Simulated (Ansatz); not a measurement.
# Hf (Im-3m, 1 atom in the cell): a soft mode frozen in, part 2 of 2

Which phase does Hf (Im-3m, 1 atom in the cell) fall into along its unstable mode, and how much energy does it gain?

Ansatz 0.2.0; DFT LDA, scalar-relativistic, plane waves, norm-conserving pseudopotentials.

So far, highest frequency on the path or at a solved wavevector (cm⁻¹): step 2 (the dispersion) 141. Also lowest frequency on the path (cm⁻¹): step 2 -85.3.

This is not the structure that Hf takes at ambient pressure and room temperature (hexagonal, No. 194); it is a model or a phase of other conditions.

## Step 6: Relaxing from the distorted cell

Starting from the lowest point found, all atoms and the cell are let go, so that strain and other modes of the same symmetry can join in.

input.yaml

```yaml
crystal:
  lattice:
    - [-1.7144954714, 1.7144954714, 1.7144954714]
    - [1.7144954714, -1.7144954714, 1.7144954714]
    - [3.4289909427, 3.4289909427, 0.0]
  atoms:
    - { symbol: Hf, position: [-0.0659885587, 0.0659885587, 0.0] }
    - { symbol: Hf, position: [0.5659885587, 0.4340114413, 0.5] }
kpoints:
  mp_grid: { grid: [14, 14, 8] }
hamiltonian:
  xc: lda
  pseudopotentials: { kind: nc }
scf:
  occupations: { method: methfessel_paxton, width: 0.15 }
output:
  forces: true
  stress: true
  eigenvalues: true
relax:
  adjacent_minimum: "off"
  f_tol: 0.002
  max_steps: 120
  cell: { stress_tol: 0.03 }
```

Command:

```
> ansatz run input.yaml --threads 4 --pin off --max-ram 7168MiB --backend cpu --events-out ev --progress --plain --runs-dir out
```

Numbers of over 12 decimals in the logs are rounded to 6 here.

The log of the run:

```text
[...]
Crystal: 2 atoms, lattice volume = 40.318 Å³
Basis set: ecut = 789.130201 eV, 1983 PW (Γ)
Bands: 16, of which v1, the nominal top of the filled ones, is band 12 counted from 1 (11 counted from 0)
Symmetry: 8 space group operations
[...]
k-points: 285 of 1568
[...]
SCF iter   1: F=—  HF=-3071.998838 eV  |F-HF|=—  |Δ(HF+E_count)|=         —  Δρ=2.81e-2  dr2=3.67e-1  ethr=3.10e-3  ⟨swp⟩=6.0  Hψ=25541  notcnv=0
[...]
SCF iter   6: F=-3071.855392 eV  HF=-3071.855392 eV  |F-HF|=3.86e-9  |Δ(HF+E_count)|=   6.55e-8  S|Δr|=    0.00e0  Δρ=4.81e-6  dr2=5.58e-9  ethr=4.17e-10  ⟨swp⟩=9.4  Hψ=26418  notcnv=0
SCF 1 converged in 6 iterations: F = -3071.855392 eV  dr2 = 5.58e-9
relax step   1: F+E_penalty+E_count = -3071.85539174 eV  Δ(F+E_penalty+E_count) = +0.000e0 eV  max|allowed force component| = 1.263e-1 eV/Å  Δτ_max = 0.0000 Å  P = +1.814 GPa  Ω = 40.318 Å³  (6 SCF iters, dr2 threshold 1.00e-7 eV, accepted)
Crystal: 2 atoms, lattice volume = 41.309 Å³
Basis set: ecut = 789.130201 eV, 2033 PW (Γ)
[...]
iter 1 solved again at ethr=1.52e-5 eV; its pass at ethr=3.10e-3 eV (dr2=3.65e-3 eV) is discarded
[...]
SCF iter   5: F=-3071.905001 eV  HF=-3071.905001 eV  |F-HF|=7.28e-12  |Δ(HF+E_count)|=   1.95e-8  S|Δr|=    0.00e0  Δρ=6.24e-6  dr2=3.47e-9  ethr=6.33e-10  ⟨swp⟩=3.9  Hψ=21058  notcnv=0
SCF 2 converged in 5 iterations: F = -3071.905001 eV  dr2 = 3.47e-9
relax step   2: F+E_penalty+E_count = -3071.90500063 eV  Δ(F+E_penalty+E_count) = -4.961e-2 eV  max|allowed force component| = 1.742e-1 eV/Å  Δτ_max = 0.0493 Å  P = -1.079 GPa  Ω = 41.309 Å³  energy of the carried Pulay correction = -9.448e-5 eV  (5 SCF iters, dr2 threshold 2.00e-7 eV, accepted)
Crystal: 2 atoms, lattice volume = 41.093 Å³
Basis set: ecut = 789.130201 eV, 2025 PW (Γ)
[...]
SCF iter   5: F=-3071.937092 eV  HF=-3071.937092 eV  |F-HF|=5.19e-10  |Δ(HF+E_count)|=   1.27e-8  S|Δr|=    0.00e0  Δρ=4.50e-6  dr2=3.08e-9  ethr=7.60e-10  ⟨swp⟩=4.0  Hψ=21125  notcnv=0
SCF 3 converged in 5 iterations: F = -3071.937092 eV  dr2 = 3.08e-9
relax step   3: F+E_penalty+E_count = -3071.93709226 eV  Δ(F+E_penalty+E_count) = -3.209e-2 eV  max|allowed force component| = 8.111e-2 eV/Å  Δτ_max = 0.0465 Å  P = +0.120 GPa  Ω = 41.093 Å³  energy of the carried Pulay correction = -7.410e-5 eV  (5 SCF iters, dr2 threshold 2.00e-7 eV, accepted)
[... from here on, the SCF cycles and remarks between the steps are left out ...]
relax step   4: F+E_penalty+E_count = -3071.99216474 eV  Δ(F+E_penalty+E_count) = -5.507e-2 eV  max|allowed force component| = 3.414e-2 eV/Å  Δτ_max = 0.0842 Å  P = +0.661 GPa  Ω = 40.996 Å³  energy of the carried Pulay correction = -6.485e-5 eV  (5 SCF iters, dr2 threshold 2.00e-7 eV, accepted)
relax step   5: F+E_penalty+E_count = -3071.97229187 eV  Δ(F+E_penalty+E_count) = +1.987e-2 eV  max|allowed force component| = 4.275e-2 eV/Å  Δτ_max = 0.0518 Å  P = +0.840 GPa  Ω = 40.782 Å³  energy of the carried Pulay correction = -4.457e-5 eV  (5 SCF iters, dr2 threshold 2.00e-7 eV, rejected (line search))
relax step   6: F+E_penalty+E_count = -3072.00598215 eV  Δ(F+E_penalty+E_count) = -1.382e-2 eV  max|allowed force component| = 4.179e-3 eV/Å  Δτ_max = 0.0038 Å  P = +0.019 GPa  Ω = 41.150 Å³  energy of the carried Pulay correction = -7.947e-5 eV  (7 SCF iters, accepted)
relax step   7: F+E_penalty+E_count = -3072.00616138 eV  Δ(F+E_penalty+E_count) = -1.792e-4 eV  max|allowed force component| = 4.059e-5 eV/Å  Δτ_max = 0.0028 Å  P = +0.013 GPa  Ω = 41.158 Å³  energy of the carried Pulay correction = -8.021e-5 eV  (3 SCF iters, dr2 threshold 2.00e-7 eV, accepted)
relax step   8: F+E_penalty+E_count = -3072.00616392 eV  Δ(F+E_penalty+E_count) = -2.540e-6 eV  max|allowed force component| = 3.915e-4 eV/Å  Δτ_max = 0.0000 Å  P = -0.011 GPa  Ω = 41.167 Å³  energy of the carried Pulay correction = -8.104e-5 eV  (3 SCF iters, dr2 threshold 7.37e-9 eV, accepted)
relax step   9: F+E_penalty+E_count = -3072.00947793 eV  Δ(F+E_penalty+E_count) = -3.314e-3 eV  max|allowed force component| = 4.460e-4 eV/Å  Δτ_max = 0.0000 Å  P = +0.165 GPa  Ω = 41.167 Å³  stress off target by 4.05e-1 GPa  SCF on the basis re-selected at this cell (its energy is not comparable with the rows above)  (6 SCF iters)
relax step  10: F+E_penalty+E_count = -3072.00959018 eV  Δ(F+E_penalty+E_count) = -1.122e-4 eV  max|allowed force component| = 1.927e-4 eV/Å  Δτ_max = 0.0016 Å  P = +0.015 GPa  Ω = 41.219 Å³  energy of the carried Pulay correction = -4.869e-6 eV  (3 SCF iters, dr2 threshold 2.00e-7 eV, accepted)
[...]
SCF iter   4: F=-3072.009595 eV  HF=-3072.009595 eV  |F-HF|=1.36e-12  |Δ(HF+E_count)|=  1.23e-11  S|Δr|=    0.00e0  Δρ=9.88e-8  dr2=1.38e-12  ethr=1.00e-12  ⟨swp⟩=11.1  Hψ=29543  notcnv=0
SCF 11 converged in 4 iterations: F = -3072.009595 eV  dr2 = 1.38e-12
relax step  11: F+E_penalty+E_count = -3072.00959523 eV  Δ(F+E_penalty+E_count) = -5.050e-6 eV  max|allowed force component| = 1.889e-4 eV/Å  Δτ_max = 0.0000 Å  P = +0.015 GPa  Ω = 41.219 Å³  stress off target by 2.17e-2 GPa  SCF on the basis re-selected at this cell (its energy is not comparable with the rows above)  (4 SCF iters)
[...]
SCF converged after 4 iterations
[...]
Free energy (F): -3072.009595 eV
[...]
Internal energy: -3072.012145 eV  (E = F + TS)
E sigma→0 (E₀):  -3072.010233 eV
Entropy (-TS):   0.002550 eV (1.275 meV/atom)
Fermi energy:    15.690566 eV
[...]
--- Forces (eV/Å), atoms counted from 1 ---
  atom   1  Hf     0.00018887    -0.00018887     0.00000000
  atom   2  Hf    -0.00018887     0.00018887     0.00000000
  max |Σ_I F_I| component: 0.00e0 eV/Å
--- Stress (GPa, compression-positive) ---
        0.012207      -0.004469      -0.000000
       -0.004469       0.012207       0.000000
       -0.000000       0.000000       0.021715
  P = ⅓ Tr σ = 0.0154 GPa (0.154 kbar)
--- Band table (eV; the first three rows and the last of 285) ---
  k-point 0: bands = [... 8 lower, 8.0335, 11.6794, 16.7308, 16.7982, 16.7985, 17.1044, 17.7046, 17.7053]
  k-point 1: bands = [... 8 lower, 8.1930, 11.6298, 16.4663, 16.7075, 16.7078, 16.9695, 17.5723, 17.5730]
  k-point 2: bands = [... 8 lower, 8.6513, 11.4156, 15.9580, 16.5777, 16.5780, 16.6115, 17.2633, 17.2639]
  k-point 284: bands = [... 8 lower, 11.9802, 11.9802, 14.5046, 14.5046, 17.2143, 17.2143, 18.4420, 18.4420]
--- Relaxed structure (9 steps of the walk, 8 accepted, 2 SCFs on fresh bases) ---
  F+E_penalty+E_count = -3072.00959523 eV   max|allowed force component| = 1.889e-4 eV/Å   (the final SCF, on the basis selected at the relaxed cell)
  cell:  # Å, volume = 41.2191 Å³
    - [-1.904234, 1.904234, 1.554770]
    - [1.904234, -1.904234, 1.554770]
    - [3.480580, 3.480580, 0]
  atoms:
    - { symbol: Hf, position: [-0.083322, 0.083322, 0.0] }
    - { symbol: Hf, position: [0.583322, 0.416678, 0.500000] }
```

Elapsed: 3.9 min, on 4 threads of Arm Neoverse N1, shared host; peak memory 0.61 GiB.

Step by step:

```tsv
step	energy less that of the first step (eV)	largest force component (eV/Å)	pressure (GPa)	volume (Å³)
1	0.0000	0.1263	1.81	40.32
2	-0.0496	0.1742	-1.08	41.31
3	-0.0817	0.0811	0.12	41.09
4	-0.1368	0.0341	0.66	41.00
5	-0.1169	0.0428	0.84	40.78
6	-0.1506	0.0042	0.02	41.15
7	-0.1508	0.0000	0.01	41.16
8	-0.1508	0.0004	-0.01	41.17
9*	-0.1541	0.0004	0.16	41.17
10	-0.1542	0.0002	0.02	41.22
11*	-0.1542	0.0002	0.02	41.22
```

Relaxation steps marked * repeat the geometry before them on a plane-wave basis chosen anew for their cell, so energy and pressure can jump there. Relaxation step 5 was tried and not accepted.

The run keeps the 8 symmetry operations that it works with, so distortions that break them were not tested.

```tsv
cell as run	before	after	change
a (Å)	2.970	3.110	+4.7 %
b (Å)	2.970	3.110	+4.7 %
c (Å)	4.849	4.922	+1.5 %
γ (°)	109.47	120.00	+9.6 %
volume (Å³/atom)	20.16	20.61	+2.2 %
```

The atoms that moved most (Å, as changes of fractional coordinates times the final cell):

```tsv
atom	dx	dy	dz	length
Hf1	0.066	-0.066	0.000	0.093
Hf2	-0.066	0.066	0.000	0.093
```

Final coordinates:

```xyz
2
Lattice="-1.9042 1.9042 1.5548 1.9042 -1.9042 1.5548 3.4806 3.4806 0.0000" Properties=species:S:1:pos:R:3 pbc="T T T"
Hf    0.3173   -0.3173    0.0000
Hf    1.4230    2.0576    1.5548
```

This step gave:

| Property | Result |
| --- | --- |
| pressure | 0.01538 GPa |
| volume per atom | 20.61 Å³ |

The distorted start has space group Cmcm; the relaxation ends in P6_3/mmc.

## Step 7: Modes of the new phase, k-mesh 14×14×8

A relaxed structure may still be a saddle point, so its zone-centre modes are computed. No field response is asked, since the mesh shows no gap.

input.yaml, the sections that differ from step 6:

```yaml
crystal:
  lattice:
    - [-1.9042342195, 1.9042342195, 1.5547697622]
    - [1.9042342195, -1.9042342195, 1.5547697622]
    - [3.4805799613, 3.4805799613, 0.0]
  atoms:
    - { symbol: Hf, position: [-0.0833224222, 0.0833224222, 0.0] }
    - { symbol: Hf, position: [0.5833224222, 0.4166775778, 0.5] }
output:
  eigenvalues: true
phonons:
  method: dfpt
# kpoints, hamiltonian, scf: as in step 6
# relax: removed
```

The log of the run:

```text
zone centre: on kpoints.mp_grid the ground state, and the responses unless they are solved on pairs of k-points, stand on 429 of the mesh's 1568 k-points, reduced under 2 symmetry operations, with k and −k counted as one. Each operation leaves every solved displacement unchanged or reverses it
[...]
Crystal: 2 atoms, lattice volume = 41.219 Å³
Basis set: ecut = 789.130201 eV, 2045 PW (Γ), exchange–correlation on 60×60×96 points (8 copies of the dense FFT grid, shifted against one another)
Bands: 16, of which v1, the nominal top of the filled ones, is band 12 counted from 1 (11 counted from 0)
Symmetry: 8 space group operations
k-points: 429 of 1568 (irreducible under 2 space group operations, time reversal used)
[...]
SCF iter   1: F=—  HF=-3072.186485 eV  |F-HF|=—  |Δ(HF+E_count)|=         —  Δρ=3.15e-2  dr2=4.63e-1  ethr=3.10e-3  ⟨swp⟩=6.0  Hψ=38375  notcnv=0
[...]
SCF iter   8: F=-3072.009595 eV  HF=-3072.009595 eV  |F-HF|=0.00e0  |Δ(HF+E_count)|=  6.82e-12  S|Δr|=    0.00e0  Δρ=6.15e-8  dr2=8.21e-13  ethr=1.00e-12  ⟨swp⟩=10.0  Hψ=45189  notcnv=0
SCF 1 converged in 8 iterations: F = -3072.009595 eV  dr2 = 8.21e-13
DFPT response loops at Γ: preconditioner auto → Kerker (q_TF=auto, 2.493 Å⁻¹) (partly filled bands, converged f_vac=0.000); β = 1.00, the filter's whole step (`scf.mixing.beta` (0.50) is not read by the response loops under this deck's `scf.mixing.preconditioner`; to damp them name `kerker` or `kerker_dos`, under which they read `scf.mixing.beta`, and type it under 1.00, their step now; both keys bind the ground state too); Broyden in place of MSR1
SCF converged after 8 iterations
[...]
Free energy (F): -3072.009595 eV
[...]
Internal energy: -3072.012145 eV  (E = F + TS)
E sigma→0 (E₀):  -3072.010233 eV
Entropy (-TS):   0.002550 eV (1.275 meV/atom)
Fermi energy:    15.690567 eV
[...]
--- Band table (eV; the first three rows and the last of 429) ---
  k-point 0: bands = [... 8 lower, 8.0335, 11.6794, 16.7308, 16.7982, 16.7985, 17.1044, 17.7046, 17.7053]
  k-point 1: bands = [... 8 lower, 8.1930, 11.6298, 16.4663, 16.7075, 16.7078, 16.9695, 17.5723, 17.5730]
  k-point 2: bands = [... 8 lower, 8.6513, 11.4156, 15.9580, 16.5777, 16.5780, 16.6115, 17.2633, 17.2639]
  k-point 428: bands = [... 8 lower, 11.9802, 11.9802, 14.5046, 14.5046, 17.2143, 17.2143, 18.4420, 18.4420]
--- Phonons (Γ-DFPT): 2 representative perturbations + reference, on 429 of 1568 k-points (Σ response iterations 6) ---
  k mesh reduced under 2 symmetry operations, with k and −k counted as one. Each operation leaves every solved displacement unchanged or reverses it
  ASR residual: 2.376e-5 → 0.000e0 eV/Å²; symmetrization residual: 9.895e-14 eV/Å²
  ASR residual per site (eV/Å²): 2.38e-5 2.38e-5
  Γ frequencies (cm⁻¹): 0.00 0.00 0.00 76.15 76.16 102.72
  non-analytic LO–TO correction: not included (Born effective charges unavailable; polar crystals: no LO–TO splitting at Γ)
```

It took 100 s on 4 threads; peak memory 2.4 GiB.

Numbers from this step:

```
sum-rule residual before enforcement                    : 2.38e-5 eV/Å²
point group                                             : mmm
highest optical mode at the zone centre (no LO-TO term) : 102.7 cm⁻¹
lowest optical zone-centre mode                         : 76.15 cm⁻¹
```

Patterns of degenerate modes are one choice out of their space. Modes at Γ:

```tsv
mode	frequency (cm⁻¹)	symmetry
1	0.0	acoustic
2	0.0	acoustic
3	0.0	acoustic
4	76.2	not assigned
5	76.2	not assigned
6	102.7	B3g
```

Displacements in mode 5 (76.2 cm⁻¹), the largest set to 1:
```
Hf1  0.00  0.00  1.00
Hf2  0.00  0.00 -1.00
```

Displacements in mode 6 (102.7 cm⁻¹), the largest set to 1:
```
Hf1  1.00  1.00  0.00
Hf2 -1.00 -1.00  0.00
```

Before it was imposed, the acoustic sum rule was missed by 2.4e-5 eV/Å². Small misses are needed for a sound result but don't prove that mesh and cutoff are converged. The lowest optical mode is real, 76.2 cm⁻¹.

## Step 8: Outcome

| Property | Result |
| --- | --- |
| unstable mode of the parent | q = (0, 0, -0.5), 85i cm⁻¹ |
| depth at the lowest point sampled | 67.7 meV/atom |
| largest atomic shift at that point | 0.32 Å |
| space group reached (within 0.01 Å) | P6_3/mmc |
| energy gained over the parent (first relaxation, on the mesh of the frozen mode) | 145 meV/atom |
| volume per atom, phase reached | 20.6 Å³ |
| lowest optical zone-centre mode, phase reached | 76.2 cm⁻¹ |
| highest optical mode at the zone centre (no LO-TO term), phase reached | 103 cm⁻¹ |

What this shows: Along this mode the structure falls into P6_3/mmc, 145 meV/atom below the parent. At the parent's cell the well is 67.73 meV/atom deep on the steps tried, with its lowest point at a shift of 0.32 Å. Relaxing atoms and cell changes the gain by +77.19 meV/atom against the lowest step (energies at zero smearing). The new phase has no imaginary mode at the zone centre of its cell; other wavevectors were not checked. Of the 2 patterns followed to their end from this parent, this one reaches the lowest energy. Each path keeps the symmetry of its pattern, so a lower phase may lie along a pattern not tried. With no gap, or one that is small against the smearing, the frequencies hang on the k mesh and the smearing, most of all near Kohn anomalies. Spin-orbit coupling is left out, which can matter for the heavy elements here. A phonon run warned that its eigensolver left some bands unconverged in a pass.

[Logs are printed without paths, hosts, clocks, repeated set-up lines and the standing remarks that a program may print on its own settings, such as how far it seeks lower states.]

[Hosts, paths, dates, database ids (printed as entryN), source tags and the programs' standing remarks are cut or masked in the printed files.]
